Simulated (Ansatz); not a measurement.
**La2C (built on the sites of a database entry of Sc2C): from the cell to its phonons**

Wanted: vibrations and spectra of La2C (built on the sites of a database entry of Sc2C); the cell is already relaxed.

Calculated with Ansatz 0.2.0; DFT PBEsol, scalar-relativistic, plane waves, norm-conserving pseudopotentials.

The structure was built from a prototype and need not be the compound's stable phase.

**1. Starting point**

It takes space group P-3m1 (No. 164, trigonal). Conventional cell: a = 3.661 Å, b = 3.661 Å, c = 6.786 Å, α = 90.00°, β = 90.00°, γ = 120.00°. Nearest to La lie 3 C at 2.56 Å. Nearest to C lie 6 La at 2.56 Å. Farther neighbours are not listed.

**2. Linear response at the zone centre**

The cell comes from relaxations at this level that are not shown. The zone centre is the only wavevector solved here; it holds the modes that light can see, as far as symmetry allows. No field response is asked, since the mesh shows no gap.

input.yaml reads:

```yaml
crystal:
  lattice:
    - [3.6613937289, -2.7231e-06, 0.0]
    - [-1.8306945062, 3.170861344, 0.0]
    - [0.0, 0.0, 6.7861843201]
  atoms:
    - { symbol: La, position: [0.6666666667, 0.3333333333, 0.7118646131] }
    - { symbol: La, position: [0.3333333333, 0.6666666667, 0.2881353869] }
    - { symbol: C, position: [0.0, 0.0, 0.5] }
kpoints:
  mp_grid: { grid: [15, 15, 6] }
hamiltonian:
  xc: pbesol
  pseudopotentials: { kind: nc }
scf:
  occupations: { method: methfessel_paxton, width: 0.2 }
output:
  eigenvalues: true
phonons:
  method: dfpt
```

Run with:

```bash
ansatz run input.yaml --threads 8 --pin off --max-ram 14336MiB --backend cpu --events-out ev --progress --plain --runs-dir out
```

Numbers of over 12 decimals in the logs are rounded to 6 here.

What it wrote:

```text
Engine: ansatz 0.2.0, aarch64-unknown-linux-gnu
Pseudopotentials: kind: nc
Pseudopotential: La, nc, valence charge 11, recommended cutoff 1496.626244 eV (normal), La.nc.azcp (PseudoDojo's, or run here from an input of PseudoDojo's: the run reads no file of this project's for it)
Pseudopotential: C, nc, valence charge 4, recommended cutoff 1115.666836 eV (normal), C.nc.azcp (PseudoDojo's, or run here from an input of PseudoDojo's: the run reads no file of this project's for it)
Functional definition: PBEsol
  exchange = pbesol_x
  correlation = pbesol_c
Crystal: 3 atoms, lattice volume = 78.786 Å³
Basis set: ecut = 1496.626244 eV, 10405 PW (Γ), exchange–correlation on 96×96×180 points (8 copies of the dense FFT grid, shifted against one another)
Bands: 17, of which v1, the nominal top of the filled ones, is band 13 counted from 1 (12 counted from 0)
Symmetry: 12 space group operations
k-points: 368 of 1350 (irreducible under 2 space group operations, time reversal used)
Non-local potential: La, projectors of the file, l = 0: 2, l = 1: 2, l = 2: 2, l = 3: 2
Non-local potential: C, projectors of the file, l = 0: 2, l = 1: 2
Initial density: superposition of atomic densities (chi_scale 0.1, normalization cell, long waves kept (reshape's long-wave potential 0.13 eV rms))
Initial wavefunctions: pseudopotential atomic-orbital guess
Functional: x = pbesol(κ = 0.804, μ = 0.123457), c = pbesol(β = 0.046)
SCF iter   1: F=—  HF=-2076.106919 eV  |F-HF|=—  |Δ(HF+E_count)|=         —  Δρ=4.78e-2  dr2=8.64e0  ethr=3.10e-3  ⟨swp⟩=18.2  Hψ=73225  notcnv=0
preconditioner: auto → Kerker (q_TF=auto, 2.268 Å⁻¹)  [metal: Δε(μ)=0.011 eV  Ē_g=11.826 eV  σ=0.200 eV  W_gap=0.05  n_scr=22 (ndim 8)  ℏωp=19.6 eV  f_vac=0.000  D(μ)=1.47/eV (n_scr^D=2)]
SCF iter   2: F=—  HF=-2075.057125 eV  |F-HF|=—  |Δ(HF+E_count)|=    1.05e0  S|Δr|=    0.00e0  Δρ=2.17e-2  dr2=1.98e0  ethr=3.10e-3  ⟨swp⟩=5.8  Hψ=17796  notcnv=0  defer=179
SCF iter   3: F=—  HF=-2074.776884 eV  |F-HF|=—  |Δ(HF+E_count)|=   2.80e-1  S|Δr|=    0.00e0  Δρ=9.82e-3  dr2=4.29e-1  ethr=3.10e-3  ⟨swp⟩=3.2  Hψ=10513  notcnv=0  defer=9
SCF iter   4: F=—  HF=-2074.715496 eV  |F-HF|=—  |Δ(HF+E_count)|=   6.14e-2  S|Δr|=    0.00e0  Δρ=2.97e-3  dr2=1.24e-2  ethr=1.65e-3  ⟨swp⟩=2.5  Hψ=8664  notcnv=0  defer=2
SCF iter   5: F=—  HF=-2074.720749 eV  |F-HF|=—  |Δ(HF+E_count)|=   5.25e-3  S|Δr|=    0.00e0  Δρ=1.07e-3  dr2=2.25e-3  ethr=4.78e-5  ⟨swp⟩=5.1  Hψ=16927  notcnv=0  defer=2
SCF iter   6: F=—  HF=-2074.720494 eV  |F-HF|=—  |Δ(HF+E_count)|=   2.54e-4  S|Δr|=    0.00e0  Δρ=3.02e-4  dr2=7.97e-5  ethr=8.67e-6  ⟨swp⟩=3.2  Hψ=12172  notcnv=0
SCF iter   7: F=—  HF=-2074.720501 eV  |F-HF|=—  |Δ(HF+E_count)|=   6.67e-6  S|Δr|=    0.00e0  Δρ=9.87e-5  dr2=9.03e-6  ethr=3.07e-7  ⟨swp⟩=4.7  Hψ=12723  notcnv=0
SCF iter   8: F=—  HF=-2074.720499 eV  |F-HF|=—  |Δ(HF+E_count)|=   2.09e-6  S|Δr|=    0.00e0  Δρ=1.90e-5  dr2=5.29e-7  ethr=3.47e-8  ⟨swp⟩=4.1  Hψ=13901  notcnv=0
SCF iter   9: F=—  HF=-2074.720546 eV  |F-HF|=—  |Δ(HF+E_count)|=   4.73e-5  S|Δr|=    0.00e0  Δρ=6.73e-6  dr2=5.73e-8  ethr=2.03e-9  ⟨swp⟩=4.7  Hψ=15300  notcnv=0
SCF iter  10: F=—  HF=-2074.720546 eV  |F-HF|=—  |Δ(HF+E_count)|=   2.29e-9  S|Δr|=    0.00e0  Δρ=1.13e-6  dr2=1.28e-9  ethr=2.20e-10  ⟨swp⟩=4.0  Hψ=13445  notcnv=0
SCF iter  11: F=—  HF=-2074.720546 eV  |F-HF|=—  |Δ(HF+E_count)|=  4.53e-10  S|Δr|=    0.00e0  Δρ=2.75e-7  dr2=9.85e-11  ethr=4.91e-12  ⟨swp⟩=5.6  Hψ=16754  notcnv=0
SCF iter  12: F=-2074.720546 eV  HF=-2074.720546 eV  |F-HF|=1.36e-12  |Δ(HF+E_count)|=   1.42e-9  S|Δr|=    0.00e0  Δρ=3.79e-8  dr2=2.03e-12  ethr=1.00e-12  ⟨swp⟩=46.5  Hψ=118363  notcnv=0
SCF 1 converged in 12 iterations: F = -2074.720546 eV  dr2 = 2.03e-12
DFPT response loops at Γ: preconditioner auto → Kerker (q_TF=auto, 2.268 Å⁻¹) (partly filled bands, converged f_vac=0.000); β = 1.00, the filter's whole step (`scf.mixing.beta` (0.50) is not read by the response loops under this deck's `scf.mixing.preconditioner`; to damp them name `kerker` or `kerker_dos`, under which they read `scf.mixing.beta`, and type it under 1.00, their step now; both keys bind the ground state too); Broyden in place of MSR1
SCF converged after 12 iterations
Stability not checked: this state was not tested for a lower state beside it, because cold or Methfessel-Paxton smearing, or corrected tetrahedra, fill the levels in a way that the test cannot read (fill_not_monotonic; see scf.lower_state_search)
Free energy (F): -2074.720546 eV
Harris-Foulkes:  -2074.720546 eV  (|F-HF|=1.36e-12)
Internal energy: -2074.722923 eV  (E = F + TS)
E sigma→0 (E₀):  -2074.721140 eV
Entropy (-TS):   0.002377 eV (0.792 meV/atom)
Fermi energy:    11.136145 eV
Step filling:    the computed levels leave a gap of 0.0000 eV = 0.0 smearing widths at the electron count; against every level under it full and every level over it empty, smearing changes F+E_penalty+E_count by +1.342 meV and its σ→0 estimate by +0.748 meV
--- Per-component energies (eV) ---
  E_band       = -59.883787
  E_kinetic    = 574.794322
  E_local      = -1128.711029  (includes V_loc(G=0)·N_el)
  E_nonlocal   = 199.224835
  E_hartree    = 349.000545
  E_xc         = -512.110047
  E_vxc        = -403.192985  (∫ρ·V_xc dr)
  E_ewald      = -1556.921549
  E_smearing   = 0.002377  (= −TS)
  E_closure    = -0.000000  (closes the sum)
  Σ components = -2074.720546   (vs F -2074.720546, Δ=0.00e0)
--- Band table (eV; the first three rows and the last of 368) ---
  k-point 0: bands = [... 9 lower, 7.9433, 9.3243, 9.3243, 9.7476, 12.0331, 12.3542, 13.0128, 13.0128]
  k-point 1: bands = [... 9 lower, 7.9029, 9.3186, 9.3186, 9.8580, 11.8333, 12.4512, 12.9378, 12.9833]
  k-point 2: bands = [... 9 lower, 7.8265, 9.3073, 9.3073, 10.1175, 11.5003, 12.5219, 12.8951, 12.9301]
  k-point 367: bands = [... 9 lower, 9.1629, 9.3345, 9.7131, 10.9950, 11.2778, 11.7914, 12.6294, 13.1211]
--- Phonons (Γ-DFPT): 4 representative perturbations + reference, on 368 of 1350 k-points (Σ response iterations 15) ---
  k mesh reduced under 2 symmetry operations, with k and −k counted as one. Each operation leaves every solved perturbation unchanged. A smaller set is not used because it would not reduce the number of displacements times k-points to solve
  ASR residual: 3.704e-5 → 0.000e0 eV/Å²; symmetrization residual: 5.851e-5 eV/Å²
  ASR residual per site (eV/Å²): 3.70e-5 3.70e-5 2.79e-5
  Γ frequencies (cm⁻¹): 0.00 0.00 0.00 91.72 91.72 165.20 352.75 360.98 360.98
  non-analytic LO–TO correction: not included (Born effective charges unavailable; polar crystals: no LO–TO splitting at Γ)
```

It took 10 min on 8 threads of Arm Neoverse N1, shared host; peak memory 9.1 GiB.

Reading the cycles: dr2 is the Hartree energy of the density residual (eV), the measure of convergence; HF is the Harris–Foulkes estimate of the energy, which meets the free energy F at convergence.

Numbers from this step:

```yaml
volume_per_atom: 26.26 Å³
gap_on_the_k_mesh: 0 eV
sum_rule_residual_before_enforcement: 3.70e-5 eV/Å²
point_group: -3m
highest_optical_mode_at_the_zone_centre_no_lo_to_term: 361.0 cm⁻¹
lowest_optical_zone_centre_mode: 91.72 cm⁻¹
```

Patterns of degenerate modes are one choice out of their space. The modes at Γ (shares of kinetic energy by element, %):

```tsv
mode	frequency (cm⁻¹)	symmetry	La %	C %
1	0.0	acoustic	96	4
2	0.0	acoustic	96	4
3	0.0	acoustic	96	4
4	91.7	Eg	100	0
5	91.7	Eg	100	0
6	165.2	A1g	100	0
7	352.8	A2u	4	96
8	361.0	Eu	4	96
9	361.0	Eu	4	96
```

Displacements in mode 5 (91.7 cm⁻¹), the largest set to 1:
```
La1 -1.00 -0.07  0.00
La2  1.00  0.07  0.00
C3   0.00  0.00  0.00
```

Displacements in mode 9 (361.0 cm⁻¹), the largest set to 1:
```
La1 -0.04  0.00  0.00
La2 -0.04  0.00  0.00
C3   1.00  0.00  0.00
```

Before it was imposed, the acoustic sum rule was missed by 3.7e-5 eV/Å². Small misses are needed for a sound result but don't prove that mesh and cutoff are converged. The lowest optical mode is real, 91.7 cm⁻¹.

**3. Isotope substitution**

An isotope changes the mass and not the force constants, so no new electronic calculation is needed; the shifts show which modes move this element.

The same force constants with the mass of C changed from 12.011 to 13.003 u (phonopy, no LO-TO term). Both lists are sorted by frequency; levels can cross, so a row need not hold one and the same mode. Modes under 3 cm⁻¹ are left out. Isotope shifts, by row:

```tsv
q	rank	natural mass (cm⁻¹)	changed mass (cm⁻¹)
0 0 0	4	91.72	91.72
0 0 0	5	91.72	91.72
0 0 0	6	165.2	165.2
0 0 0	7	352.8	339.6
0 0 0	8	361	347.5
0 0 0	9	361	347.5
```

A mode of this element alone would shift by -3.89 %. The highest zone-centre frequency without the field goes from 361.0 to 347.5 cm⁻¹ (-3.7 %). The product of the frequency ratios over all optical modes at Γ is 0.892; the product rule, (m/m′)^(3k/2) (M′/M)^(3/2) with k = 1 such atoms and M the mass of the cell, gives 0.892.

**4. Outcome**

* space group (within 0.01 Å): P-3m1
* volume per atom: 26.3 Å³
* electronic character: no gap on this mesh
* highest optical mode at the zone centre (no LO-TO term): 361 cm⁻¹
* lowest optical zone-centre mode: 91.7 cm⁻¹
* imaginary modes at Γ (the only wavevector solved): none

**Reading.** The structure is stable against zone-centre distortions, since no mode there is imaginary; other wavevectors were not solved, so zone-boundary instabilities are untested. The optical modes at Γ span 92 to 361 cm⁻¹. No dispersion was computed. The highest mode in this list at Γ, 361.0 cm⁻¹, is mostly motion of C (96 % of the kinetic energy). With no gap, or one that is small against the smearing, the frequencies hang on the k mesh and the smearing, most of all near Kohn anomalies. Spin-orbit coupling is left out, which can matter for the heavy elements here. The starting cell was built on a prototype and not taken from a measurement, so the phase need not exist. These are harmonic frequencies at zero temperature: anharmonic shifts, linewidths and thermal expansion are left out.

[Logs are printed without paths, hosts, clocks, repeated set-up lines and the standing remarks that a program may print on its own settings, such as how far it seeks lower states.]

[Hosts, paths, dates, database ids (printed as entryN), source tags and the programs' standing remarks are cut or masked in the printed files.]
